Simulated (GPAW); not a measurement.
## Cu K ELNES/XANES of CuSi2P3 (P3m1) from DFT

What does one-electron theory with a core hole give for the Cu K edge of CuSi2P3 (P3m1)?

Program: GPAW 26.7.0. Level of theory: X-ray absorption from dipole matrix elements to empty bands, plane-wave PAW LDA. Results are calculated unless marked as measured.

**1. Set-up**

The structure is trigonal, space group P3m1 (No. 156). Conventional cell: a = 3.732 Å, b = 3.732 Å, c = 9.086 Å, α = 90.00°, β = 90.00°, γ = 120.00°. Cu has 4 P at 2.24 to 2.31 Å nearest. P has 1 Si at 2.16 Å and 3 Cu at 2.24 Å nearest. Nearest to P lie 4 Si at 2.28 to 2.33 Å. Nearest to P lie 3 Si at 2.31 Å and 1 Cu at 2.31 Å. Nearest to Si lie 4 P at 2.16 to 2.33 Å. Nearest to Si lie 4 P at 2.28 to 2.31 Å. Farther neighbours are not listed.

Structure file:

```cif
data_structure
_symmetry_space_group_name_H-M 'P 1'
_symmetry_Int_Tables_number 1
_cell_length_a 3.7320
_cell_length_b 3.7320
_cell_length_c 9.0856
_cell_angle_alpha 90.000
_cell_angle_beta 90.000
_cell_angle_gamma 120.000
_cell_volume 109.59
loop_
_atom_site_label
_atom_site_type_symbol
_atom_site_fract_x
_atom_site_fract_y
_atom_site_fract_z
_atom_site_occupancy
Cu1 Cu 0.33333 0.66667 0.73699 1
P2 P 0.00000 0.00000 0.67048 1
P3 P 0.66667 0.33333 0.33468 1
P4 P 0.33333 0.66667 0.99173 1
Si5 Si 0.00000 0.00000 0.43280 1
Si6 Si 0.66667 0.33333 0.08331 1
```

**2. The field without a hole**

A plain self-consistent run shows whether there is a gap, which decides the set-up of the core-hole run.

File scf.py:

```python
import numpy as np
from ase import Atoms
from ase.parallel import parprint, paropen
from gpaw import GPAW, PW, FermiDirac, Mixer, MixerDif, setup_paths
from gpaw.test import gen
setup_paths.insert(0, '.')
gen('Cu', name='nch1s', xcname='LDA', corehole=(1, 0, 0), write_xml=True)
from gpaw.mpi import world
world.barrier()

atoms = Atoms('CuP3Si2',
    cell=[[3.73198987, 0, 0],
     [-1.86599494, 3.23199804, 0],
     [0, 0, 9.085572]],
    scaled_positions=[[0.33333333, 0.66666667, 0.736991],
     [0, 0, 0.670485],
     [0.66666667, 0.33333333, 0.33468],
     [0.33333333, 0.66666667, 0.991734],
     [0, 0, 0.432801],
     [0.66666667, 0.33333333, 0.083308]],
    pbc=True)
atoms.calc = calc = GPAW(legacy_gpaw=True, mode=PW(430), xc='LDA', setups={0: 'nch1s'},
    kpts={'size': (8, 8, 3), 'gamma': True}, occupations=FermiDirac(0.05),
    charge=0, mixer=Mixer(0.1, 5, 50), maxiter=150,
    convergence={'density': 0.0001}, txt='scf.txt')
energy = atoms.get_potential_energy() + calc.get_reference_energy()
ef = calc.get_fermi_level()
out = dict(energy=energy, fermi=ef, forces=atoms.get_forces().tolist())
parprint(f'all-electron energy {energy:.4f} eV, Fermi level {ef:.4f} eV')
ev = np.array([[calc.get_eigenvalues(k, s) for k in range(len(calc.get_ibz_k_points()))] for s in range(calc.get_number_of_spins())])
out['homo'], out['lumo'], out['counts'] = ev[ev < ef].max(), ev[ev > ef].min(), sorted(set((ev < ef).sum((0, 2)).tolist()))
out['filled'] = (ev[:, 0] < ef).sum(1).tolist()
import json
with paropen('out.json', 'w') as f:
    json.dump(out, f)
```

On the command line:

```sh
OMP_NUM_THREADS=1 mpirun -n 4 gpaw python scf.py
```

Numbers of over 12 decimals in the logs are rounded to 6 here.

The log of the run:

```text
Input parameters:
  convergence: {density: 0.0001}
  kpts: {gamma: True,
         size: (8, 8, 3)}
  maxiter: 150
  mixer: {backend: pulay,
          beta: 0.1,
          method: separate,
          nmaxold: 5,
          weight: 50}
  mode: {ecut: 430.0,
         name: pw}
  occupations: {fixmagmom: False,
                name: fermi-dirac,
                width: 0.05}
  setups: {0: nch1s}

Initialize ...

[... PAW data sets ...]

Reference energy: -88486.340841  # eV

Spin-paired calculation

[... convergence settings ...]
Symmetries present (total): 1
  [... symmetry matrices ...]

192 k-points: 8 x 8 x 3 Monkhorst-Pack grid + [1/16,1/16,0.000000]
98 k-points in the irreducible part of the Brillouin zone
       k-points in crystal coordinates                weights
   0:     0.00000000    0.00000000    0.00000000          1/192
   1:     0.00000000    0.00000000    0.33333333          2/192
   2:     0.00000000    0.12500000   -0.33333333          2/192
   3:     0.00000000    0.12500000    0.00000000          2/192
   4:     0.00000000    0.12500000    0.33333333          2/192
   5:     0.00000000    0.25000000   -0.33333333          2/192
   6:     0.00000000    0.25000000    0.00000000          2/192
   7:     0.00000000    0.25000000    0.33333333          2/192
   8:     0.00000000    0.37500000   -0.33333333          2/192
   9:     0.00000000    0.37500000    0.00000000          2/192
          ...
  97:     0.50000000    0.50000000    0.33333333          2/192

Wave functions: Plane wave expansion
  Cutoff energy: 430.000 eV
  Number of coefficients (min, max): 2202, 2239
  Pulay-stress correction: 0.000000 eV/Ang^3 (de/decut=0.000000)
  Using FFTW library
  Wavefunction extrapolation:
    Improved wavefunction reuse through dual PAW basis

Occupation numbers: Fermi-Dirac:
  width: 0.0500  # eV

Eigensolver
   Davidson(niter=2)

Densities:
  Coarse grid: 18*18*45 grid
  Fine grid: 36*36*90 grid
  Total Charge: 0.000000

Density mixing:
  Method: separate
  Backend: pulay
  Linear mixing parameter: 0.1
  old densities: 5
  Width of damping distribution: 1.1
  Damping of long wavelength oscillations: 50

[... Hamiltonian set-up ...]
Number of atoms: 6
Number of atomic orbitals: 29
Number of bands in calculation: 25
Number of valence electrons: 34
Bands to converge: occupied

... initialized

Initializing position-dependent things.

Density initialized from atomic densities
Creating initial wave functions:
  25 bands from LCAO basis set

        P

        Cu

       P

       Si
            P

            Si

Atomic positions and initial magnetic moments

Positions:
   0 Cu    -0.000000    2.154665    6.695985    ( 0.0000,  0.0000,  0.0000)
   1 P      0.000000    0.000000    6.091740    ( 0.0000,  0.0000,  0.0000)
   2 P      1.865995    1.077333    3.040759    ( 0.0000,  0.0000,  0.0000)
   3 P     -0.000000    2.154665    9.010471    ( 0.0000,  0.0000,  0.0000)
   4 Si     0.000000    0.000000    3.932245    ( 0.0000,  0.0000,  0.0000)
   5 Si     1.865995    1.077333    0.756901    ( 0.0000,  0.0000,  0.0000)

Unit cell:
           periodic     x           y           z      points  spacing
  1. axis:    yes    3.731990    0.000000    0.000000    18     0.1796
  2. axis:    yes   -1.865995    3.231998    0.000000    18     0.1796
  3. axis:    yes    0.000000    0.000000    9.085572    45     0.2019

  Lengths:   3.731990   3.731990   9.085572
  Angles:   90.000000  90.000000 120.000000

Effective grid spacing dv^(1/3) = 0.1959

iter:   1   -36.896429
iter:   2   -35.664173   -0.79  -1.01
iter:   3   -35.191591   -1.78  -1.00
iter:   4   -34.947282   -1.76  -1.09
iter:   5   -35.149811   -1.70  -1.26
iter:   6   -34.827297   -2.26  -1.36
iter:   7   -34.823521   -2.42  -1.92
iter:   8   -34.819121c  -3.07  -1.99
iter:   9   -34.807554c  -3.41  -2.10
iter:  10   -34.806326c  -4.29  -2.49
iter:  11   -34.805932c  -4.55  -2.67
iter:  12   -34.805886c  -5.51  -3.08
iter:  13   -34.805863c  -5.81  -3.30
iter:  14   -34.805864c  -6.12  -3.61
iter:  15   -34.805863c  -6.73  -3.75
iter:  16   -34.805863c  -7.46c -4.09c

Converged after 16 iterations.

Dipole moment: (0.575521, -0.332277, -1.059444) |e|*Ang

Energy contributions relative to reference atoms: (reference = -88486.340841)

Kinetic:        +15.040462
Potential:      -15.331356
External:        +0.000000
XC:             -34.534311
Entropy (-ST):   -0.020055
Local:           +0.029369
SIC:             +0.000000
--------------------------
Free energy:    -34.815890
Extrapolated:   -34.805863

Showing only first 2 kpts
 Kpt  Band  Eigenvalues  Occupancy
  0    15      6.09840    1.99919
  0    16      6.60741    0.17149
  0    17      7.15939    0.00000
  0    18      7.15939    0.00000

  1    15      6.12128    1.99872
  1    16      6.72002    0.01953
  1    17      6.99584    0.00008
  1    18      6.99584    0.00008

Fermi level: 6.48907

No gap
No difference between direct/indirect transitions

Forces in eV/Ang:
  0 Cu    0.00000   -0.00000   -0.04142
  1 P    -0.00000    0.00000    0.34386
  2 P    -0.00000    0.00000    0.02291
  3 P     0.00000    0.00000   -0.23579
  4 Si    0.00000   -0.00000   -0.08773
  5 Si   -0.00000    0.00000   -0.00122
Scalar-relativistic atomic LDA calculation for Cu (Copper, Z=29)
Core hole in 1s state (1s occupation: 2.0)
600 radial gridpoints.
|------------------------------------------------|
|------------------------------------------------|
[... the atom generator's iteration count ...]

Energy contributions:
-------------------------
Kinetic:    +1675.285700
XC:           -64.895881
Potential:  -3262.312180
-------------------------
Total:      -1651.922361

state      eigenvalue         ekin         rmax
-----------------------------------------------
1s^2.0 :  -324.467727   418.664247        0.034
2s^2.0 :   -38.956231    78.634526        0.197
2p^6.0 :   -33.679353    76.825479        0.158
3s^2.0 :    -4.193271    17.288793        0.614
3p^6.0 :    -2.647366    15.189343        0.619
3d^10.0:    -0.195673     9.285239        0.600
4s^1.0 :    -0.178486     1.169252        2.257
4p^0.0 :    -0.028757     0.396770        3.504
-----------------------------------------------
(units: Bohr and Hartree)

Generating PAW setup
Kinetic energy of the core from tauc = 1596.294566
Cutoffs:
rc(s)=2.200
rc(p)=2.200
rc(d)=2.000
rc(vbar)=1.800
rc(comp)=2.000
rc(nct)=2.200

Kinetic energy of the core states: 1581.264061
Charge: 0.0
Core electrons: 18.0
Valence electrons: 11.0
Pseudo-core charge: 0.387458
Shape function alpha=2.500
Pseudo-electron charge 4.216968
state    eigenvalue         norm
--------------------------------
4s(1) :    -0.178486     1.057125
*s    :     0.821514
4p(0) :    -0.028757     1.001617
*p    :     0.971243
3d(10):    -0.195673     0.277238
*d    :     0.804327
--------------------------------

Diagonalizing with gridspacing h=0.050

state   all-electron     PAW
-------------------------------
4s:      -0.178486    -0.178572
4p:      -0.028757    -0.028678
3d:      -0.195673    -0.196155
*f:                    0.071609
-------------------------------
all-electron energy -88521.1467 eV, Fermi level 6.4891 eV
```

Elapsed: 30 s, on 4 MPI ranks of Arm Neoverse V2, shared host; peak memory 0.21 GiB; 1.9 min of CPU time.

The mesh shows no gap, so the system is treated as a metal and the core electron is put at the Fermi level (neutral cell).

**3. Spectrum without a core hole, Cu atom 1**

This cheap baseline ignores the attraction of the hole: it shows the absorber's empty states as they are in the ground state. The data set with a hole of occupation 0 only carries the core orbital.

The absorber has 3 P at 2.24 Å and 1 P at 2.31 Å (distorted tetrahedral, site symmetry 3m).

File xas.py:

```python
import numpy as np
from ase import Atoms
from ase.parallel import parprint, paropen
from gpaw import GPAW, PW, FermiDirac, Mixer, MixerDif, setup_paths
from gpaw.test import gen
setup_paths.insert(0, '.')
gen('Cu', name='nch1s', xcname='LDA', corehole=(1, 0, 0), write_xml=True)
from gpaw.mpi import world
world.barrier()

atoms = Atoms('CuP3Si2',
    cell=[[3.73198987, 0, 0],
     [-1.86599494, 3.23199804, 0],
     [0, 0, 9.085572]],
    scaled_positions=[[0.33333333, 0.66666667, 0.736991],
     [0, 0, 0.670485],
     [0.66666667, 0.33333333, 0.33468],
     [0.33333333, 0.66666667, 0.991734],
     [0, 0, 0.432801],
     [0.66666667, 0.33333333, 0.083308]],
    pbc=True)
atoms.calc = calc = GPAW(legacy_gpaw=True, mode=PW(430), xc='LDA', setups={0: 'nch1s'},
    kpts={'size': (11, 11, 4), 'gamma': True}, occupations=FermiDirac(0.1),
    charge=0, mixer=Mixer(0.1, 5, 50), maxiter=150,
    convergence={'density': 0.0001}, txt='scf.txt')
energy = atoms.get_potential_energy() + calc.get_reference_energy()
ef = calc.get_fermi_level()
out = dict(energy=energy, fermi=ef, forces=atoms.get_forces().tolist())
parprint(f'all-electron energy {energy:.4f} eV, Fermi level {ef:.4f} eV')
ev = np.array([[calc.get_eigenvalues(k, s) for k in range(len(calc.get_ibz_k_points()))] for s in range(calc.get_number_of_spins())])
out['homo'], out['lumo'], out['counts'] = ev[ev < ef].max(), ev[ev > ef].min(), sorted(set((ev < ef).sum((0, 2)).tolist()))
out['filled'] = (ev[:, 0] < ef).sum(1).tolist()

from ase.units import Ha
from gpaw.xas import dipole_matrix_elements
nb = int(calc.get_number_of_electrons() / 2) + 68
top, nb = nb, nb + 8 + nb // 12
nscf = calc.fixed_density(kpts={'size': (5, 5, 2), 'gamma': True}, nbands=nb,
    convergence={'bands': top, 'eigenstates': 1e-5}, maxiter=60, txt='nscf.txt')
cell = atoms.cell.array
ops = [cell.T @ U.T @ np.linalg.inv(cell.T) for U in nscf.wfs.kd.symmetry.op_scc]
E = np.arange(-25, 34, 0.1)
fwhm = np.interp(E, [4, 25], [1.55, 3.5])
Y, X, zero, highest = 0, 0, 1e9, 1e9
for spin in range(nscf.get_number_of_spins()):
    wfs = nscf.wfs
    A = dipole_matrix_elements(wfs.setups[0])
    eps = np.zeros((wfs.kd.nibzkpts, nb))
    d = np.zeros((3, A.shape[1], wfs.kd.nibzkpts, nb), complex)
    for kpt in wfs.kpt_u:
        if kpt.s == spin and 0 in kpt.P_ani:
            eps[kpt.k] = kpt.eps_n * Ha
            d[:, :, kpt.k] = (kpt.weight * wfs.nspins / 2) ** 0.5 * np.inner(A, kpt.P_ani[0])
    world.sum(eps)
    world.sum(d)
    T = np.einsum('amkn,bmkn->abkn', d, d.conj()).real
    T = sum(np.einsum('ai,ijkn,bj->abkn', R, T, R) for R in ops) / len(ops)
    empty = eps > ef
    zero, highest = min(zero, eps[empty].min()), min(highest, eps[:, top - 1].min())
    lines = [(eps, T, empty)] if spin == 0 else lines + [(eps, T, empty)]
for eps, T, empty in lines:
    f = np.einsum('aakn->akn', T).reshape(3, -1)
    x = eps.ravel() - zero
    w = np.interp(x, E, fwhm) / 2.35482
    g = np.exp(-0.5 * ((E[:, None] - x) / w) ** 2) / (w * (2 * np.pi) ** 0.5)
    Y = Y + (f * empty.ravel()) @ g.T
    X = X + (f * ~empty.ravel()) @ g.T
out.update(E=E.round(2).tolist(), xas=Y.tolist(), xes=X.tolist(), zero=zero, valid=highest - zero, nk=len(eps), nb=nb)
for i in range(0, len(E), 10):
    parprint(f'{E[i]:7.2f}', *(f'{v:10.3e}' for v in Y[:, i]))
import json
with paropen('out.json', 'w') as f:
    json.dump(out, f)
```

On the command line:

```sh
OMP_NUM_THREADS=1 mpirun -n 4 gpaw python xas.py
```

The log of the run:

```text
Input parameters:
  convergence: {density: 0.0001}
  kpts: {gamma: True,
         size: (11, 11, 4)}
  maxiter: 150
  mixer: {backend: pulay,
          beta: 0.1,
          method: separate,
          nmaxold: 5,
          weight: 50}
  mode: {ecut: 430.0,
         name: pw}
  occupations: {fixmagmom: False,
                name: fermi-dirac,
                width: 0.1}
  setups: {0: nch1s}

Initialize ...

[...]
*d    :     0.804327
--------------------------------

Diagonalizing with gridspacing h=0.050

state   all-electron     PAW
-------------------------------
4s:      -0.178486    -0.178572
4p:      -0.028757    -0.028678
3d:      -0.195673    -0.196155
*f:                    0.071609
-------------------------------
all-electron energy -88521.1228 eV, Fermi level 6.4638 eV
[...]
32.00  2.601e-07  2.601e-07  2.317e-07
  33.00  2.752e-07  2.752e-07  2.237e-07
[key lines of the parts left out:]
Converged after 16 iterations.
Dipole moment: (0.571626, -0.330028, -1.055327) |e|*Ang
Free energy:    -34.820785
Fermi level: 6.46377
```

Wall time 81 s (4 MPI ranks); peak memory 0.34 GiB.

The Cu K spectrum, Cu atom 1, no core hole (energy from the lowest empty level; intensity scaled to a mean of 1 over the first 20 eV; polarised curves are means over the symmetry-equivalent atoms):

```tsv
E (eV)	isotropic	ε ⊥ c	ε ∥ c
-2.0	0.00	0.00	0.00
-1.5	0.01	0.02	0.00
-1.0	0.05	0.08	0.01
-0.5	0.16	0.22	0.03
0.0	0.28	0.39	0.08
0.5	0.33	0.42	0.16
1.0	0.33	0.37	0.26
1.5	0.37	0.36	0.39
2.0	0.44	0.40	0.52
2.5	0.46	0.40	0.58
3.0	0.44	0.35	0.61
3.5	0.46	0.34	0.68
4.0	0.56	0.43	0.81
4.5	0.73	0.61	0.97
5.0	0.87	0.78	1.07
5.5	0.96	0.89	1.12
6.0	1.06	0.99	1.20
6.5	1.18	1.13	1.28
7.0	1.23	1.24	1.23
7.5	1.15	1.21	1.03
8.0	1.00	1.08	0.84
8.5	0.89	0.95	0.77
9.0	0.85	0.86	0.85
9.5	0.88	0.82	1.00
10.0	0.95	0.86	1.14
10.5	1.02	0.94	1.19
11.0	1.09	1.05	1.15
11.5	1.13	1.15	1.11
12.0	1.16	1.19	1.10
12.5	1.15	1.16	1.14
13.0	1.13	1.10	1.20
13.5	1.13	1.06	1.27
14.0	1.15	1.06	1.33
14.5	1.19	1.10	1.36
15.0	1.22	1.17	1.34
15.5	1.26	1.24	1.31
16.0	1.31	1.32	1.27
16.5	1.35	1.40	1.26
17.0	1.40	1.48	1.26
17.5	1.44	1.54	1.26
18.0	1.46	1.57	1.26
18.5	1.46	1.55	1.27
19.0	1.44	1.51	1.30
19.5	1.42	1.45	1.35
20.0	1.41	1.41	1.41
20.5	1.41	1.38	1.47
21.0	1.42	1.38	1.52
21.5	1.44	1.39	1.55
22.0	1.46	1.41	1.57
22.5	1.48	1.43	1.58
23.0	1.50	1.47	1.57
23.5	1.51	1.49	1.55
24.0	1.51	1.50	1.53
24.5	1.48	1.48	1.50
25.0	1.44	1.43	1.46
25.5	1.38	1.36	1.42
26.0	1.31	1.28	1.38
26.5	1.24	1.19	1.35
27.0	1.19	1.12	1.33
27.5	1.15	1.07	1.33
28.0	1.14	1.05	1.33
28.5	1.15	1.05	1.34
29.0	1.17	1.08	1.35
29.5	1.22	1.14	1.37
```

Main maxima below 29 eV (height): 7.0 eV (1.23), 12.2 eV (1.16), 18.2 eV (1.46) and 23.6 eV (1.51). A K edge sees empty p states on the absorber.

The same matrix elements for filled bands give the Cu K emission of Cu atom 1 (ground-state approximation; energy from the lowest empty level, largest value 1):

```tsv
E (eV)	emission
-24.00	0.00
-23.25	0.00
-22.50	0.00
-21.75	0.00
-21.00	0.00
-20.25	0.00
-19.50	0.00
-18.75	0.00
-18.00	0.00
-17.25	0.00
-16.50	0.00
-15.75	0.00
-15.00	0.00
-14.25	0.01
-13.50	0.02
-12.75	0.05
-12.00	0.12
-11.25	0.18
-10.50	0.10
-9.75	0.05
-9.00	0.10
-8.25	0.10
-7.50	0.06
-6.75	0.08
-6.00	0.17
-5.25	0.36
-4.50	0.61
-3.75	0.55
-3.00	0.54
-2.25	0.87
-1.50	0.99
-0.75	0.77
0.00	0.31
0.75	0.05
1.50	0.00
2.25	0.00
3.00	0.00
```

Emission maxima: -11.2 eV (0.18), -4.2 eV (0.63) and -1.6 eV (1.00).

**4. Supercell without a hole, the energy reference**

The photon energy needs a difference of total energies, so the cell and mesh of the coming hole run are first run without a hole.

scf.py, as its differences from that of step 2:

```diff
@@ -10,15 +10,33 @@
 
-atoms = Atoms('CuP3Si2',
-    cell=[[3.73198987, 0, 0],
-     [-1.86599494, 3.23199804, 0],
+atoms = Atoms('Cu4P12Si8',
+    cell=[[7.46397975, 0, 0],
+     [-3.73198987, 6.46399607, 0],
      [0, 0, 9.085572]],
-    scaled_positions=[[0.33333333, 0.66666667, 0.736991],
+    scaled_positions=[[0.16666667, 0.33333333, 0.736991],
+     [0.16666667, 0.83333333, 0.736991],
+     [0.66666667, 0.33333333, 0.736991],
+     [0.66666667, 0.83333333, 0.736991],
      [0, 0, 0.670485],
-     [0.66666667, 0.33333333, 0.33468],
-     [0.33333333, 0.66666667, 0.991734],
+     [0, 0.5, 0.670485],
+     [0.5, 0, 0.670485],
+     [0.5, 0.5, 0.670485],
+     [0.33333333, 0.16666667, 0.33468],
+     [0.33333333, 0.66666667, 0.33468],
+     [0.83333333, 0.16666667, 0.33468],
+     [0.83333333, 0.66666667, 0.33468],
+     [0.16666667, 0.33333333, 0.991734],
+     [0.16666667, 0.83333333, 0.991734],
+     [0.66666667, 0.33333333, 0.991734],
+     [0.66666667, 0.83333333, 0.991734],
      [0, 0, 0.432801],
-     [0.66666667, 0.33333333, 0.083308]],
+     [0, 0.5, 0.432801],
+     [0.5, 0, 0.432801],
+     [0.5, 0.5, 0.432801],
+     [0.33333333, 0.16666667, 0.083308],
+     [0.33333333, 0.66666667, 0.083308],
+     [0.83333333, 0.16666667, 0.083308],
+     [0.83333333, 0.66666667, 0.083308]],
     pbc=True)
 atoms.calc = calc = GPAW(legacy_gpaw=True, mode=PW(430), xc='LDA', setups={0: 'nch1s'},
-    kpts={'size': (8, 8, 3), 'gamma': True}, occupations=FermiDirac(0.05),
+    kpts={'size': (3, 3, 2), 'gamma': True}, occupations=FermiDirac(0.1),
     charge=0, mixer=Mixer(0.1, 5, 50), maxiter=150,
```

On the command line:

```sh
OMP_NUM_THREADS=1 mpirun -n 4 gpaw python scf.py
```

The log of the run:

```text
Input parameters:
  convergence: {density: 0.0001}
  kpts: {gamma: True,
         size: (3, 3, 2)}
  maxiter: 150
  mixer: {backend: pulay,
          beta: 0.1,
          method: separate,
          nmaxold: 5,
          weight: 50}
  mode: {ecut: 430.0,
         name: pw}
  occupations: {fixmagmom: False,
                name: fermi-dirac,
                width: 0.1}
  setups: {0: nch1s}

Initialize ...

[...]
*s    :     0.821514
4p(0) :    -0.028757     1.001617
*p    :     0.971243
3d(10):    -0.195673     0.277238
*d    :     0.804327
--------------------------------

Diagonalizing with gridspacing h=0.050

state   all-electron     PAW
-------------------------------
4s:      -0.178486    -0.178572
4p:      -0.028757    -0.028678
3d:      -0.195673    -0.196155
*f:                    0.071609
-------------------------------
all-electron energy -354084.8742 eV, Fermi level 6.3076 eV
[key lines of the parts left out:]
Converged after 18 iterations.
Dipole moment: (2.304779, -1.330665, -4.147992) |e|*Ang
Free energy:   -139.636296
Fermi level: 6.30764
```

Wall time 65 s (4 MPI ranks); peak memory 0.34 GiB.

Reference energy: -354084.874 eV with the cores included.

(Part 1 of 3 ends here.)

[Banner, clock and machine lines of the logs are left out without a mark of their own.]

[Logs are printed without paths, hosts, clocks, repeated set-up lines and the standing remarks that a program may print on its own settings, such as how far it seeks lower states.]

[Hosts, paths, dates, database ids (printed as entryN), source tags and the programs' standing remarks are cut or masked in the printed files.]

[Lists of maxima count a maximum above −3 eV only where it reaches 4 % of the highest in the window and stands out from its surroundings by 2 % of it (1.5 % where it reaches 55 %); shoulders and weaker maxima are passed over, and of the rest the first, up to two pre-edge ones and the few strongest are named.]
